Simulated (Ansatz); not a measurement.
# Ba on Al(110): change of the work function, part 2 of 2

How does Ba on the hollow site change the work function of Al(110) as the layer fills?

Ansatz 0.2.0; plane-wave DFT, PBE, Ansatz PAW.

So far, work function, upper face (eV): step 2 (the clean slab) 3.99; step 3 (46 atoms, coverage 0.111 ML, cell 3x3) 2.51; step 4 (21 atoms, coverage 0.25 ML, cell 2x2) 1.87; step 5 (22 atoms, coverage 0.5 ML, cell 2x2) 2.37.

**7. The covered slab, atoms frozen**

This step: plane-wave DFT, PBE, Ansatz PAW (Ansatz 0.2.0).

System of this step: Ba/Al(110). The cell holds 21 atoms: 20 Al and 1 Ba. Cell: a = 8.100 Å, b = 5.728 Å, c = 26.144 Å, α = 90.0°, β = 90.0°, γ = 90.0°. Vacuum lies along c.

To see where the charge goes, the covered slab, the bare substrate and the adsorbate layer are each run at the same frozen positions and on the same grid.

File input.yaml:

```yaml
crystal:
  lattice:
    - [8.1, 0.0, 0.0]
    - [0.0, 5.7275649276, 0.0]
    - [0.0, 0.0, 26.1437342824]
  atoms:
    - { symbol: Al, position: [0.0, 0.0, 0.3442507449] }
    - { symbol: Al, position: [0.25, 0.25, 0.3990207029] }
    - { symbol: Al, position: [0.0035131982, -0.0006670505, 0.4529131165] }
    - { symbol: Al, position: [0.25, 0.25, 0.509874495] }
    - { symbol: Al, position: [-0.014255024, -0.0026590345, 0.5603428716] }
    - { symbol: Al, position: [0.0, 0.5, 0.3442507449] }
    - { symbol: Al, position: [0.25, 0.75, 0.3990207029] }
    - { symbol: Al, position: [0.0035131982, 0.5006670505, 0.4529131165] }
    - { symbol: Al, position: [0.25, 0.75, 0.5138632804] }
    - { symbol: Al, position: [-0.014255024, 0.5026590345, 0.5603428716] }
    - { symbol: Al, position: [0.5, 0.0, 0.3442507449] }
    - { symbol: Al, position: [0.75, 0.25, 0.3990207029] }
    - { symbol: Al, position: [0.4964868018, -0.0006670505, 0.4529131165] }
    - { symbol: Al, position: [0.75, 0.25, 0.5058670457] }
    - { symbol: Al, position: [0.514255024, -0.0026590345, 0.5603428716] }
    - { symbol: Al, position: [0.5, 0.5, 0.3442507449] }
    - { symbol: Al, position: [0.75, 0.75, 0.3990207029] }
    - { symbol: Al, position: [0.4964868018, 0.5006670505, 0.4529131165] }
    - { symbol: Al, position: [0.75, 0.75, 0.5069068726] }
    - { symbol: Al, position: [0.514255024, 0.5026590345, 0.5603428716] }
    - { symbol: Ba, position: [0.25, 0.25, 0.6399363822] }
kpoints:
  mp_grid: { grid: [4, 5, 1] }
hamiltonian:
  xc: pbe
scf:
  occupations: { method: fermi_dirac, width: 0.1 }
  convergence: { dr2_threshold: 1.0e-08 }
efield:
  axis: 3
  dipole_correction: true
  ramp_position: 0.97
  ramp_width: 0.06
output:
  write_potential: true
  write_density: true
  volumetric_format: npy
```

On the command line:

```bash
$ ansatz run input.yaml --threads 4 --pin off --max-ram 6144MiB --backend cpu --events-out ev --progress --plain --runs-dir out
```

The job ended after 22 s (4 threads of Arm Neoverse V2, shared host; peak memory 2 GiB; 87 s of CPU time).

Numbers from this step:

```yaml
energy_at_zero_smearing: -16694.8896 eV
work_function_upper_face: 1.873 eV
work_function_lower_face: 3.951 eV
dipole_along_the_normal: 0.5330 e·Å
step_between_the_vacuum_levels: -2.079 eV
```

The work function of the upper face is 1.87 eV.

**8. The substrate alone**

System of this step: Ba/Al(110), substrate alone, atoms held. The cell holds 20 atoms: 20 Al. Its edges and angles: a = 8.100 Å, b = 5.728 Å, c = 26.144 Å, α = 90.0°, β = 90.0°, γ = 90.0°. Vacuum lies along c.

The second part, atoms unmoved.

Edit input.yaml of step 7 so:

```diff
@@ -26,3 +26,2 @@
     - { symbol: Al, position: [0.514255024, 0.5026590345, 0.5603428716] }
-    - { symbol: Ba, position: [0.25, 0.25, 0.6399363822] }
 kpoints:
```

Elapsed: 15 s, on 4 threads; peak memory 1.7 GiB.

Numbers from this step:

* energy at zero smearing: -10744.3275 eV
* work function, upper face: 4.006 eV
* dipole along the normal: -0.003015 e·Å

The work function of the upper face is 4.01 eV.

**9. The adsorbate layer alone**

System of this step: Ba/Al(110), adsorbate layer alone, atoms held. The cell holds 1 atom: 1 Ba. Its edges and angles: a = 8.100 Å, b = 5.728 Å, c = 26.144 Å, α = 90.0°, β = 90.0°, γ = 90.0°. Vacuum lies along c.

The third part; a free layer of atoms may carry a moment, so spin is on.

input.yaml, the sections that differ from step 8:

```yaml
crystal:
  lattice:
    - [8.1, 0.0, 0.0]
    - [0.0, 5.7275649276, 0.0]
    - [0.0, 0.0, 26.1437342824]
  atoms:
    - { symbol: Ba, position: [0.25, 0.25, 0.6399363822], spin: 1.0 }
magnetization:
  spin_polarized: true
# kpoints, hamiltonian, scf, efield, output: as in step 8
```

Elapsed: 17 s, on 4 threads; peak memory 1.4 GiB; 67 s of CPU time.

Read from the output:

```yaml
energy_at_zero_smearing: -5947.8572 eV
dipole_along_the_normal: 5.80e-6 e·Å
```

At this spacing and smearing the free layer keeps no moment.

**10. Density difference**

This step: plane-wave DFT, PBE, Ansatz PAW; density difference on adsorption (Ansatz 0.2.0).

The densities of the parts are taken from that of the whole and averaged over planes; the first moment of what is left gives the step in the potential.

Numbers from this step:

- largest charge moved: 0.005754 e/Å²
- potential step from the moved charge: -2.091 eV

Planar mean, whole system less its parts. Table of electron density difference by z:

z (Å), electron density difference (e/Å³) and a bar from the least value:
```
        4    0.00000 #########
        5    0.00000 #########
        6   -0.00002 #########
        7   -0.00009 #########
        8   -0.00009 #########
        9    0.00032 ##########
       10   -0.00008 #########
       11   -0.00026 ########
       12    0.00035 ##########
       13   -0.00094 ######
       14   -0.00146 ####
       15    0.00152 ##############
       16    0.00617 ##############################
       17   -0.00031 ########
       18   -0.00274 
       19   -0.00251 #
       20   -0.00058 #######
       21   -0.00008 #########
       22   -0.00001 #########
       23    0.00000 #########
       24    0.00000 #########
```

Planar mean, whole system less its parts. Table of electrons moved below z by z:

| z (Å) | electrons moved below z (e/Å²) |
| --- | --- |
| 4 | -3.3e-7 |
| 5 | -2.5e-6 |
| 6 | -1.5e-5 |
| 7 | -7.1e-5 |
| 8 | -2.0e-4 |
| 9 | 3.5e-5 |
| 10 | 1.0e-5 |
| 11 | -3.6e-5 |
| 12 | -8.7e-5 |
| 13 | -2.2e-4 |
| 14 | -0.00171 |
| 15 | -0.00244 |
| 16 | 0.00401 |
| 17 | 0.00570 |
| 18 | 0.00478 |
| 19 | 0.00150 |
| 20 | 2.5e-4 |
| 21 | 2.5e-5 |
| 22 | -8.6e-7 |
| 23 | -1.2e-6 |
| 24 | -4.2e-7 |

**11. A changed input**

This step: plane-wave DFT, PBE, Ansatz PAW (Ansatz 0.2.0).

System of this step: Ba/Al(110). The cell holds 22 atoms: 20 Al and 2 Ba. Its edges and angles: a = 8.100 Å, b = 5.728 Å, c = 26.144 Å, α = 90.0°, β = 90.0°, γ = 90.0°. Vacuum lies along c.

A run with a changed input: it repeats the earlier run at 0.5 ML with efield.dipole_correction from true to false and efield.amplitude to -0.1.

File input.yaml:

```yaml
crystal:
  lattice:
    - [8.1, 0.0, 0.0]
    - [0.0, 5.7275649276, 0.0]
    - [0.0, 0.0, 26.1437342824]
  atoms:
    - { symbol: Al, position: [0.0, 0.0, 0.3442507449] }
    - { symbol: Al, position: [0.25, 0.25, 0.3990207029] }
    - { symbol: Al, position: [0.0, 0.0, 0.452671135] }
    - { symbol: Al, position: [0.25, 0.25, 0.5091292422] }
    - { symbol: Al, position: [0.0, 0.0, 0.5597739626] }
    - { symbol: Al, position: [0.0, 0.5, 0.3442507449] }
    - { symbol: Al, position: [0.25, 0.75, 0.3990207029] }
    - { symbol: Al, position: [0.0, 0.5, 0.452671135] }
    - { symbol: Al, position: [0.25, 0.75, 0.5091292422] }
    - { symbol: Al, position: [0.0, 0.5, 0.5597739626] }
    - { symbol: Al, position: [0.5, 0.0, 0.3442507449] }
    - { symbol: Al, position: [0.75, 0.25, 0.3990207029] }
    - { symbol: Al, position: [0.5, 0.0, 0.452671135] }
    - { symbol: Al, position: [0.75, 0.25, 0.5091292422] }
    - { symbol: Al, position: [0.5, 0.0, 0.5597739626] }
    - { symbol: Al, position: [0.5, 0.5, 0.3442507449] }
    - { symbol: Al, position: [0.75, 0.75, 0.3990207029] }
    - { symbol: Al, position: [0.5, 0.5, 0.452671135] }
    - { symbol: Al, position: [0.75, 0.75, 0.5091292422] }
    - { symbol: Al, position: [0.5, 0.5, 0.5597739626] }
    - { symbol: Ba, position: [0.25, 0.25, 0.6557492551] }
    - { symbol: Ba, position: [0.75, 0.75, 0.6557492551] }
kpoints:
  mp_grid: { grid: [4, 5, 1] }
hamiltonian:
  xc: pbe
scf:
  occupations: { method: fermi_dirac, width: 0.1 }
  convergence: { dr2_threshold: 1.0e-08 }
efield:
  axis: 3
  dipole_correction: false
  ramp_position: 0.97
  ramp_width: 0.06
  amplitude: -0.1
relax:
  f_tol: 0.02
  max_steps: 60
  constraints: [{ sites: [0, 1, 5, 6, 10, 11, 15, 16] }]
output:
  bader: true
  dos: { projected: true, e_range: [-8, 4] }
  write_potential: true
  write_density: true
  volumetric_format: npy
```

Elapsed: 1.9 min, on 4 threads; peak memory 2.1 GiB.

| quantity | this run | earlier run | difference |
| --- | --- | --- | --- |
| dipole along the normal (e·Å) | 0.1144 | 0.3914 | -0.28 |

The applied field differs between the two, so the dipoles differ in any case.

With the dipole correction off, the periodic images add a field of their own to the typed one.

These numbers are not those of the isolated slab.

**12. The same run with other settings**

System of this step: Al(110). The cell holds 5 atoms: 5 Al. Cell: a = 4.050 Å, b = 2.864 Å, c = 23.728 Å, α = 90.0°, β = 90.0°, γ = 90.0°. Vacuum lies along c.

An input spoilt on purpose, to show how the run answers: it repeats the earlier run at 0 ML with efield.axis from 3 to 2, and scf.max_iter set to 80.

File input.yaml:

```yaml
crystal:
  lattice:
    - [4.05, 0.0, 0.0]
    - [0.0, 2.8637824638, 0.0]
    - [0.0, 0.0, 23.7275649276]
  atoms:
    - { symbol: Al, position: [0.0, 0.0, 0.3793056737] }
    - { symbol: Al, position: [0.5, 0.5, 0.4396528368] }
    - { symbol: Al, position: [0.0, 0.0, 0.5] }
    - { symbol: Al, position: [0.5, 0.5, 0.5603471632] }
    - { symbol: Al, position: [0.0, 0.0, 0.6206943263] }
kpoints:
  mp_grid: { grid: [8, 10, 1] }
hamiltonian:
  xc: pbe
scf:
  occupations: { method: fermi_dirac, width: 0.1 }
  convergence: { dr2_threshold: 1.0e-08 }
  max_iter: 80
efield:
  axis: 2
  dipole_correction: true
  ramp_position: 0.97
  ramp_width: 0.06
relax:
  f_tol: 0.02
  max_steps: 60
  constraints: [{ sites: [0, 1] }]
output:
  write_potential: true
  write_density: true
  volumetric_format: npy
```

Wall time 0.11 s (4 threads); peak memory 0.26 GiB.

The input was rejected at the start.

The program's message: “Error: efield: ion 0 (Al) at fractional coordinate 0.0000 along the field axis lies inside the sawtooth ramp with 2 of the planes that the density is read on at each end, [0.8700, 0.1300] — the ramp m …”

The fault put into the input: the field along an axis without vacuum.

**13. Results**

```json
{
  "work function of the clean face": "3.99 eV",
  "work function at 0.11 ML": "2.51 eV",
  "work function at 0.25 ML": "1.87 eV",
  "work function at 0.5 ML": "2.37 eV",
  "dipole per adsorbate at 0.11 ML, positive end outwards": "4.03 D",
  "step of the potential from the moved charge at 0.25 ML, upper less lower side, atoms held": "-2.09 eV"
}
```

**Reading.** Ba lowers the work function of Al(110) at the lowest coverage, by 1.49 eV: the adsorbate layer has its positive end outwards. The dipole per adsorbate falls from 4.03 to 0.94 D as the layer fills. Neighbouring dipoles depolarise each other, and heights and bonding change with coverage too. The work function passes a minimum near 0.25 ML among the coverages run and rises again. The slab has 5 layers, at the tabulated experimental lattice constant, one starting site was run, and quantum-size effects of a slab this thin can reach one or two tenths of an eV.

[Long decimals in the printed logs are rounded to 6 places.]

[Logs are printed without paths, hosts, clocks, repeated set-up lines and the standing remarks that a program may print on its own settings, such as how far it seeks lower states.]

[Hosts, paths, dates, database ids (printed as entryN), source tags and the programs' standing remarks are cut or masked in the printed files.]

[Maps of the electrostatic potential energy from Ansatz leave out the sawtooth potential of an applied field or a dipole correction, so their vacuum need not be flat; planar profiles and work functions include it.]
